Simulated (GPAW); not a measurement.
# Settings that the conductance of a Si chain with one atom pushed 0.7 Å aside at constant bond length needs

How do the numerical settings move the conductance of a Si chain with one atom pushed 0.7 Å aside at constant bond length?

Calculated with GPAW 26.7.0; GPAW LCAO, PAW setups; Landauer transmission from Green's functions with principal layers (ASE), zero bias.

**1. Set-up**

The cell holds 11 atoms: 11 Si. Its edges and angles: a = 9.000 Å, b = 9.000 Å, c = 23.971 Å, α = 90.0°, β = 90.0°, γ = 90.0°. Regions: left lead, 5 atoms (5 Si); channel, 1 atom (1 Si); right lead, 5 atoms (5 Si). Vacuum lies along a and b. The structure is stacked along c, and the current runs across the ab planes.

**2. The reference run**

All settings start at ordinary values; they are then varied in turn, with meshes following the cell where its length changes.

run.py

```python
import json
import numpy as np
from ase import Atoms
from ase.transport.calculators import TransportCalculator
from gpaw import GPAW, FermiDirac
from gpaw.lcao.tools import get_lcao_hamiltonian
from scipy.linalg import eigh

# The junction with lead layers at both ends, along the third cell vector
device = Atoms(
    ['Si', 'Si', 'Si', 'Si', 'Si', 'Si', 'Si', 'Si', 'Si', 'Si', 'Si'],
    positions=[
        [4.50000, 4.50000, 1.10000],
        [4.50000, 4.50000, 3.30000],
        [4.50000, 4.50000, 5.50000],
        [4.50000, 4.50000, 7.70000],
        [4.50000, 4.50000, 9.90000],
        [5.20000, 4.50000, 11.98567],
        [4.50000, 4.50000, 14.07133],
        [4.50000, 4.50000, 16.27133],
        [4.50000, 4.50000, 18.47133],
        [4.50000, 4.50000, 20.67133],
        [4.50000, 4.50000, 22.87133]],
    cell=[[9.0, 0.0, 0.0], [0.0, 9.0, 0.0], [0.0, 0.0, 23.97133]],
    pbc=True)

# One principal layer of the lead: the first 3 atoms of the device
lead = Atoms(
    ['Si', 'Si', 'Si'],
    positions=[
        [4.50000, 4.50000, 1.10000],
        [4.50000, 4.50000, 3.30000],
        [4.50000, 4.50000, 5.50000]],
    cell=[[9.0, 0.0, 0.0], [0.0, 9.0, 0.0], [0.0, 0.0, 6.6]],
    pbc=True)

settings = dict(mode='lcao', basis='dzp', xc='PBE', h=0.2,
                occupations=FermiDirac(0.1), maxiter=250,
                mixer=dict(beta=0.1, nmaxold=8, weight=100.0),
                convergence=dict(density=0.0001))
energies = np.arange(-2, 2 + 1e-9, 0.05)
eta = 0.0001
n1, n2 = 1, 1
# k and -k transmit alike, so half of the mesh across the current serves
mesh = [(i, j) for i in range(n1) for j in range(n2) if (i, j) <= (-i % n1, -j % n2)]
weights = np.array([1 if (i, j) == (-i % n1, -j % n2) else 2 for i, j in mesh]) / (n1 * n2)

# [... helper functions left out ...]
fermi_lead = ground_state(lead, (1, 1, 17), 'lead.txt')
fermi_device = ground_state(device, (1, 1, 3), 'device.txt')
# [... loop over the mesh left out, but for ...]
        # Shift the lead onto the potential of the device's first layer
        shift = ((H[:, 0, 0] - H0[:, 0, 0]) / S0[0, 0]).real.mean()
# [...]
kT = 8.617333e-5 * 77
bias = [0.1, 0.2, 0.5, 1.0, 1.5, 2.0]
# [... integrals and printing left out ...]
```

Command:

```sh
$ OMP_NUM_THREADS=1 OPENBLAS_NUM_THREADS=1 python run.py
```

The program printed:

```text
basis functions: device 143, principal layer 39
Fermi level: lead -3.9218 eV, device -3.8885 eV; lead shifted by 0.0272 eV
largest coupling past the next layer 5.06e-05 eV, largest misfit of the first layer 0.042 eV
  E-E_F (eV)   T (one spin)  [channel counts left out]
    -2.000    3.0857e-11
    -1.950    3.6456e-11
    -1.900    4.5654e-11
    -1.850    6.2016e-11
    -1.800    9.5132e-11
    -1.750    1.7891e-10
    -1.700    5.1507e-10
    -1.650    7.9350e-09
    -1.600    2.1001e-09
    -1.550    4.0008e-10
    -1.500    2.5686e-10
    -1.450    4.6382e-10
    -1.400    7.9322e-09
    -1.350    1.0296e-06
    -1.300    7.4822e-01
    -1.250    1.2972e+00
[...]
1.650    2.9319e+00
     1.700    2.9314e+00
     1.750    2.9306e+00
     1.800    2.9294e+00
     1.850    2.9281e+00
     1.900    2.9263e+00
     1.950    2.9242e+00
     2.000    2.9218e+00
conductance at 77 K: 2.7685 G0 a cell; thermopower -0.1773 uV/K
current from the zero-bias T(E) at 0.1 V: 21.448 uA
current from the zero-bias T(E) at 0.2 V: 42.887 uA
current from the zero-bias T(E) at 0.5 V: 107.04 uA
current from the zero-bias T(E) at 1.0 V: 212.68 uA
current from the zero-bias T(E) at 1.5 V: 314.65 uA
current from the zero-bias T(E) at 2.0 V: 406.71 uA
```

Elapsed: 32 s, on 1 thread of AMD EPYC 7R43, shared host; peak memory 0.8 GiB.

Numbers from this step:

```
conductance                                    : 2.768 G₀
largest coupling past the next principal layer : 5.06e-5 eV
largest misfit of the first principal layer    : 0.04225 eV
shift that aligns the lead                     : 0.02720 eV
basis functions of the junction                : 143
basis functions of a principal layer           : 39
transmission at the Fermi level (one spin)     : 2.769
```

One spin. Transmission, zone mean against energy, zero at the Fermi level:

energy (eV), transmission, zone mean and a bar:
```
    -2.00       0.00 
    -1.85       0.00 
    -1.70       0.00 
    -1.60       0.00 
    -1.45       0.00 
    -1.30       0.75 ########
    -1.15       1.47 ###############
    -1.05       1.51 ###############
    -0.90       1.81 ###################
    -0.75       2.22 #######################
    -0.60       2.43 #########################
    -0.50       2.53 ##########################
    -0.35       2.63 ###########################
    -0.20       2.70 ############################
    -0.05       2.75 ############################
     0.00       2.77 ############################
     0.05       2.78 ############################
     0.20       2.81 #############################
     0.35       2.84 #############################
     0.50       2.86 #############################
     0.60       2.87 #############################
     0.75       2.89 ##############################
     0.90       2.90 ##############################
     1.05       2.91 ##############################
     1.15       2.92 ##############################
     1.30       2.93 ##############################
     1.45       2.93 ##############################
     1.60       2.93 ##############################
     1.70       2.93 ##############################
     1.85       2.93 ##############################
     2.00       2.92 ##############################
```

Not self-consistent under bias; the bias window is split evenly. The current through one cell, from the zero-bias transmission by bias:

| bias (V) | current through one cell, from the zero-bias transmission (μA) |
| --- | --- |
| 0.100 | 21.4 |
| 0.200 | 42.9 |
| 0.500 | 107 |
| 1.000 | 213 |
| 1.500 | 315 |
| 2.000 | 407 |

Couplings past the next layer reach 5.1e-5 eV, small enough to drop; the matrix elements of the cell's first layer differ from the bulk lead's by up to 0.042 eV. That layer keeps its own values in the calculation, and only beyond it is the lead taken as perfect. The Fermi levels of lead and junction count from different zeros of potential, one for each periodic cell; with both set to zero, the small remaining shift is what aligns them. By hand: G = 2.768 × 77.48 μS = 215 μS, a resistance of 4.66 kΩ; at 0.1 V a linear junction would pass 21.5 μA, and the integral over the bias window gives 21.4 μA.

**3. K-points along the lead: lead_nz = 2**

The lead's own mesh along the current sets its density and potential; where the lead is aligned to the junction's end layer, a rigid shift drops out.

run.py, as its differences from that of step 2:

```diff
@@ -48,3 +48,3 @@
 # [... helper functions left out ...]
-fermi_lead = ground_state(lead, (1, 1, 17), 'lead.txt')
+fermi_lead = ground_state(lead, (1, 1, 2), 'lead.txt')
 fermi_device = ground_state(device, (1, 1, 3), 'device.txt')
```

The program printed:

```text
basis functions: device 143, principal layer 39
Fermi level: lead -4.3014 eV, device -3.8885 eV; lead shifted by -0.4611 eV
largest coupling past the next layer 5.03e-05 eV, largest misfit of the first layer 0.039 eV
  E-E_F (eV)   T (one spin)  [channel counts left out]
    -2.000    3.0759e-11
    -1.950    3.6627e-11
    -1.900    4.6234e-11
    -1.850    6.3275e-11
    -1.800    9.7679e-11
    -1.750    1.8455e-10
    -1.700    5.3270e-10
    -1.650    8.2061e-09
    -1.600    2.1988e-09
    -1.550    4.2995e-10
    -1.500    2.9878e-10
    -1.450    6.6286e-10
    -1.400    1.9477e-08
    -1.350    2.2868e-05
    -1.300    7.2596e-01
    -1.250    1.1083e+00
[...]
1.650    2.9302e+00
     1.700    2.9289e+00
     1.750    2.9272e+00
     1.800    2.9269e+00
     1.850    2.9231e+00
     1.900    2.9206e+00
     1.950    2.9179e+00
     2.000    2.9149e+00
conductance at 77 K: 2.7684 G0 a cell; thermopower -0.1689 uV/K
current from the zero-bias T(E) at 0.1 V: 21.448 uA
current from the zero-bias T(E) at 0.2 V: 42.889 uA
current from the zero-bias T(E) at 0.5 V: 107.07 uA
current from the zero-bias T(E) at 1.0 V: 212.75 uA
current from the zero-bias T(E) at 1.5 V: 314.46 uA
current from the zero-bias T(E) at 2.0 V: 406.52 uA
```

Run time: 29 s. Hardware: 1 thread; peak memory 0.8 GiB.

Numbers from this step:

```
largest coupling past the next principal layer : 5.03e-5 eV
largest misfit of the first principal layer    : 0.03894 eV
shift that aligns the lead                     : -0.4611 eV
```

One spin. Transmission, zone mean against energy, zero at the Fermi level:

energy (eV), transmission, zone mean and a bar:
```
    -2.00       0.00 
    -1.85       0.00 
    -1.70       0.00 
    -1.60       0.00 
    -1.45       0.00 
    -1.30       0.73 #######
    -1.15       1.49 ###############
    -1.05       1.55 ################
    -0.90       1.82 ###################
    -0.75       2.20 ######################
    -0.60       2.41 #########################
    -0.50       2.52 ##########################
    -0.35       2.64 ###########################
    -0.20       2.71 ############################
    -0.05       2.76 ############################
     0.00       2.77 ############################
     0.05       2.78 ############################
     0.20       2.81 #############################
     0.35       2.84 #############################
     0.50       2.86 #############################
     0.60       2.87 #############################
     0.75       2.89 ##############################
     0.90       2.91 ##############################
     1.05       2.92 ##############################
     1.15       2.92 ##############################
     1.30       2.93 ##############################
     1.45       2.93 ##############################
     1.60       2.93 ##############################
     1.70       2.93 ##############################
     1.85       2.92 ##############################
     2.00       2.91 ##############################
```

Not self-consistent under bias; the bias window is split evenly. The current through one cell, from the zero-bias transmission by bias:

| bias (V) | current through one cell, from the zero-bias transmission (μA) |
| --- | --- |
| 0.100 | 21.4 |
| 0.200 | 42.9 |
| 0.500 | 107 |
| 1.000 | 213 |
| 1.500 | 314 |
| 2.000 | 407 |

The conductance equals that of the base run to 0.2 %.

**4. Varying the k-points along the lead: lead_nz = 4**

run.py, as its differences from that of step 3:

```diff
@@ -48,3 +48,3 @@
 # [... helper functions left out ...]
-fermi_lead = ground_state(lead, (1, 1, 2), 'lead.txt')
+fermi_lead = ground_state(lead, (1, 1, 4), 'lead.txt')
 fermi_device = ground_state(device, (1, 1, 3), 'device.txt')
```

The program printed:

```text
basis functions: device 143, principal layer 39
Fermi level: lead -3.6992 eV, device -3.8885 eV; lead shifted by 0.3169 eV
largest coupling past the next layer 5.07e-05 eV, largest misfit of the first layer 0.062 eV
  E-E_F (eV)   T (one spin)  [channel counts left out]
    -2.000    3.0885e-11
    -1.950    3.6259e-11
    -1.900    4.5115e-11
    -1.850    6.0909e-11
    -1.800    9.2944e-11
    -1.750    1.7414e-10
    -1.700    5.0041e-10
    -1.650    7.7167e-09
    -1.600    2.0299e-09
    -1.550    3.8222e-10
    -1.500    2.3565e-10
    -1.450    3.8255e-10
    -1.400    5.0685e-09
    -1.350    5.3688e-07
    -1.300    6.4780e-03
    -1.250    1.4583e+00
[...]
1.650    2.9334e+00
     1.700    2.9334e+00
     1.750    2.9331e+00
     1.800    2.9325e+00
     1.850    2.9318e+00
     1.900    2.9303e+00
     1.950    2.9285e+00
     2.000    2.9263e+00
conductance at 77 K: 2.768 G0 a cell; thermopower -0.1825 uV/K
current from the zero-bias T(E) at 0.1 V: 21.445 uA
current from the zero-bias T(E) at 0.2 V: 42.879 uA
current from the zero-bias T(E) at 0.5 V: 107.01 uA
current from the zero-bias T(E) at 1.0 V: 212.61 uA
current from the zero-bias T(E) at 1.5 V: 314.75 uA
current from the zero-bias T(E) at 2.0 V: 406.76 uA
```

Run time: 29 s. Hardware: 1 thread; peak memory 0.8 GiB.

Numbers from this step:

| Item | Value |
| --- | --- |
| largest coupling past the next principal layer | 5.07e-5 eV |
| largest misfit of the first principal layer | 0.06154 eV |
| shift that aligns the lead | 0.3169 eV |
| transmission at the Fermi level (one spin) | 2.768 |

One spin. The transmission, zone mean by energy, zero at the Fermi level:

| energy (eV) | transmission, zone mean |
| --- | --- |
| -2.00 | 3.1e-11 |
| -1.85 | 6.1e-11 |
| -1.70 | 5.0e-10 |
| -1.60 | 2.0e-9 |
| -1.45 | 3.8e-10 |
| -1.30 | 0.00648 |
| -1.15 | 1.46 |
| -1.05 | 1.48 |
| -0.90 | 1.80 |
| -0.75 | 2.23 |
| -0.60 | 2.44 |
| -0.50 | 2.53 |
| -0.35 | 2.63 |
| -0.20 | 2.70 |
| -0.05 | 2.75 |
| 0.00 | 2.77 |
| 0.05 | 2.78 |
| 0.20 | 2.81 |
| 0.35 | 2.84 |
| 0.50 | 2.86 |
| 0.60 | 2.87 |
| 0.75 | 2.89 |
| 0.90 | 2.90 |
| 1.05 | 2.91 |
| 1.15 | 2.92 |
| 1.30 | 2.93 |
| 1.45 | 2.93 |
| 1.60 | 2.93 |
| 1.70 | 2.93 |
| 1.85 | 2.93 |
| 2.00 | 2.93 |

Not self-consistent under bias; the bias window is split evenly. Table of current through one cell, from the zero-bias transmission by bias:

| bias (V) | current through one cell, from the zero-bias transmission (μA) |
| --- | --- |
| 0.100 | 21.4 |
| 0.200 | 42.9 |
| 0.500 | 107 |
| 1.000 | 213 |
| 1.500 | 315 |
| 2.000 | 407 |

The conductance equals that of the base run to 0.2 %.

**5. K-points along the lead: lead_nz = 8**

run.py, as its differences from that of step 4:

```diff
@@ -48,3 +48,3 @@
 # [... helper functions left out ...]
-fermi_lead = ground_state(lead, (1, 1, 4), 'lead.txt')
+fermi_lead = ground_state(lead, (1, 1, 8), 'lead.txt')
 fermi_device = ground_state(device, (1, 1, 3), 'device.txt')
```

The program printed:

```text
basis functions: device 143, principal layer 39
Fermi level: lead -3.9481 eV, device -3.8885 eV; lead shifted by 0.0027 eV
largest coupling past the next layer 5.05e-05 eV, largest misfit of the first layer 0.043 eV
  E-E_F (eV)   T (one spin)  [channel counts left out]
    -2.000    3.0821e-11
    -1.950    3.6404e-11
    -1.900    4.5578e-11
[...]
1.950    2.9245e+00
     2.000    2.9220e+00
conductance at 77 K: 2.7685 G0 a cell; thermopower -0.177 uV/K
current from the zero-bias T(E) at 0.1 V: 21.448 uA
current from the zero-bias T(E) at 0.2 V: 42.887 uA
current from the zero-bias T(E) at 0.5 V: 107.04 uA
current from the zero-bias T(E) at 1.0 V: 212.68 uA
current from the zero-bias T(E) at 1.5 V: 314.66 uA
current from the zero-bias T(E) at 2.0 V: 406.71 uA
```

Run time: 30 s. Hardware: 1 thread; peak memory 0.8 GiB.

The conductance equals that of the base run to 0.2 %.

**6. K-points along the lead: lead_nz = 30**

run.py, as its differences from that of step 5:

```diff
@@ -48,3 +48,3 @@
 # [... helper functions left out ...]
-fermi_lead = ground_state(lead, (1, 1, 8), 'lead.txt')
+fermi_lead = ground_state(lead, (1, 1, 30), 'lead.txt')
 fermi_device = ground_state(device, (1, 1, 3), 'device.txt')
```

The program printed:

```text
basis functions: device 143, principal layer 39
Fermi level: lead -3.9229 eV, device -3.8885 eV; lead shifted by 0.0226 eV
largest coupling past the next layer 5.05e-05 eV, largest misfit of the first layer 0.041 eV
  E-E_F (eV)   T (one spin)  [channel counts left out]
    -2.000    3.0859e-11
    -1.950    3.6469e-11
    -1.900    4.5684e-11
[...]
1.950    2.9240e+00
     2.000    2.9215e+00
conductance at 77 K: 2.7685 G0 a cell; thermopower -0.1771 uV/K
current from the zero-bias T(E) at 0.1 V: 21.448 uA
current from the zero-bias T(E) at 0.2 V: 42.887 uA
current from the zero-bias T(E) at 0.5 V: 107.04 uA
current from the zero-bias T(E) at 1.0 V: 212.68 uA
current from the zero-bias T(E) at 1.5 V: 314.64 uA
current from the zero-bias T(E) at 2.0 V: 406.7 uA
```

Run time: 35 s. Hardware: 1 thread; peak memory 0.8 GiB.

One spin. Table of transmission, zone mean by energy, zero at the Fermi level:

| energy (eV) | transmission, zone mean |
| --- | --- |
| -2.00 | 3.1e-11 |
| -1.90 | 4.6e-11 |
| -1.80 | 9.5e-11 |
| -1.70 | 5.2e-10 |
| -1.55 | 4.0e-10 |
| -1.45 | 4.7e-10 |
| -1.35 | 1.1e-6 |
| -1.25 | 1.29 |
| -1.15 | 1.47 |
| -1.05 | 1.51 |
| -0.90 | 1.81 |
| -0.80 | 2.12 |
| -0.70 | 2.30 |
| -0.60 | 2.43 |
| -0.50 | 2.53 |
| -0.40 | 2.60 |
| -0.25 | 2.68 |
| -0.15 | 2.72 |
| -0.05 | 2.75 |
| 0.00 | 2.77 |
| 0.05 | 2.78 |
| 0.15 | 2.80 |
| 0.25 | 2.82 |
| 0.40 | 2.85 |
| 0.50 | 2.86 |
| 0.60 | 2.87 |
| 0.70 | 2.88 |
| 0.80 | 2.89 |
| 0.90 | 2.90 |
| 1.05 | 2.91 |
| 1.15 | 2.92 |
| 1.25 | 2.93 |
| 1.35 | 2.93 |
| 1.45 | 2.93 |
| 1.55 | 2.93 |
| 1.70 | 2.93 |
| 1.80 | 2.93 |
| 1.90 | 2.93 |
| 2.00 | 2.92 |

The conductance equals that of the base run to 0.2 %.

**7. Convergence in the k-points along the lead**

The runs and the base run on one axis.

This step: convergence of the conductance (GPAW 26.7.0).

The conductance stays at 2.77 G₀ for k-points along the lead from 2 to 30.

**8. Smearing: width = 0.01**

Smearing helps the SCF of a metal converge, but it blurs occupations at band edges near the Fermi level.

This step: GPAW LCAO, PAW setups; Landauer transmission from Green's functions with principal layers (ASE), zero bias (GPAW 26.7.0).

run.py, as its differences from that of step 6:

```diff
@@ -37,3 +37,3 @@
 settings = dict(mode='lcao', basis='dzp', xc='PBE', h=0.2,
-                occupations=FermiDirac(0.1), maxiter=250,
+                occupations=FermiDirac(0.01), maxiter=250,
                 mixer=dict(beta=0.1, nmaxold=8, weight=100.0),
@@ -48,3 +48,3 @@
 # [... helper functions left out ...]
-fermi_lead = ground_state(lead, (1, 1, 30), 'lead.txt')
+fermi_lead = ground_state(lead, (1, 1, 17), 'lead.txt')
 fermi_device = ground_state(device, (1, 1, 3), 'device.txt')
```

The program printed:

```text
basis functions: device 143, principal layer 39
Fermi level: lead -3.9691 eV, device -3.9521 eV; lead shifted by 0.0555 eV
largest coupling past the next layer 5.05e-05 eV, largest misfit of the first layer 0.071 eV
  E-E_F (eV)   T (one spin)  [channel counts left out]
    -2.000    2.7430e-11
    -1.950    3.1144e-11
    -1.900    3.7029e-11
    -1.850    4.6873e-11
    -1.800    6.4895e-11
    -1.750    1.0319e-10
    -1.700    2.0968e-10
    -1.650    7.5616e-10
    -1.600    5.5194e-07
    -1.550    8.9715e-10
    -1.500    2.6786e-10
    -1.450    2.0518e-10
    -1.400    3.7879e-10
    -1.350    4.0658e-09
    -1.300    8.0462e-07
    -1.250    6.1180e-01
[...]
1.650    2.9329e+00
     1.700    2.9329e+00
     1.750    2.9326e+00
     1.800    2.9320e+00
     1.850    2.9311e+00
     1.900    2.9299e+00
     1.950    2.9282e+00
     2.000    2.9262e+00
conductance at 77 K: 2.7815 G0 a cell; thermopower -0.1626 uV/K
current from the zero-bias T(E) at 0.1 V: 21.549 uA
current from the zero-bias T(E) at 0.2 V: 43.087 uA
current from the zero-bias T(E) at 0.5 V: 107.51 uA
current from the zero-bias T(E) at 1.0 V: 213.35 uA
current from the zero-bias T(E) at 1.5 V: 314.78 uA
current from the zero-bias T(E) at 2.0 V: 404.7 uA
```

It took 33 s on 1 thread; peak memory 0.8 GiB.

Numbers from this step:

* conductance: 2.782 G₀
* largest misfit of the first principal layer: 0.07067 eV
* shift that aligns the lead: 0.05549 eV
* transmission at the Fermi level (one spin): 2.782

One spin. The transmission, zone mean by energy, zero at the Fermi level:

| energy (eV) | transmission, zone mean |
| --- | --- |
| -2.00 | 2.7e-11 |
| -1.90 | 3.7e-11 |
| -1.80 | 6.5e-11 |
| -1.70 | 2.1e-10 |
| -1.55 | 9.0e-10 |
| -1.45 | 2.1e-10 |
| -1.35 | 4.1e-9 |
| -1.25 | 0.612 |
| -1.15 | 1.50 |
| -1.05 | 1.54 |
| -0.90 | 1.51 |
| -0.80 | 2.02 |
| -0.70 | 2.26 |
| -0.60 | 2.41 |
| -0.50 | 2.52 |
| -0.40 | 2.61 |
| -0.25 | 2.70 |
| -0.15 | 2.74 |
| -0.05 | 2.77 |
| 0.00 | 2.78 |
| 0.05 | 2.79 |
| 0.15 | 2.81 |
| 0.25 | 2.83 |
| 0.40 | 2.85 |
| 0.50 | 2.86 |
| 0.60 | 2.87 |
| 0.70 | 2.88 |
| 0.80 | 2.89 |
| 0.90 | 2.90 |
| 1.05 | 2.91 |
| 1.15 | 2.92 |
| 1.25 | 2.92 |
| 1.35 | 2.93 |
| 1.45 | 2.93 |
| 1.55 | 2.93 |
| 1.70 | 2.93 |
| 1.80 | 2.93 |
| 1.90 | 2.93 |
| 2.00 | 2.93 |

Not self-consistent under bias; the bias window is split evenly. Table of current through one cell, from the zero-bias transmission by bias:

| bias (V) | current through one cell, from the zero-bias transmission (μA) |
| --- | --- |
| 0.100 | 21.5 |
| 0.200 | 43.1 |
| 0.500 | 108 |
| 1.000 | 213 |
| 1.500 | 315 |
| 2.000 | 405 |

The conductance, 2.78 G₀, lies 0.5 % above that of the base run.

(Part 1 of 3 ends here.)

[Logs are printed without paths, hosts, clocks, repeated set-up lines and the standing remarks that a program may print on its own settings, such as how far it seeks lower states.]

[Hosts, paths, dates, database ids (printed as entryN), source tags and the programs' standing remarks are cut or masked in the printed files.]
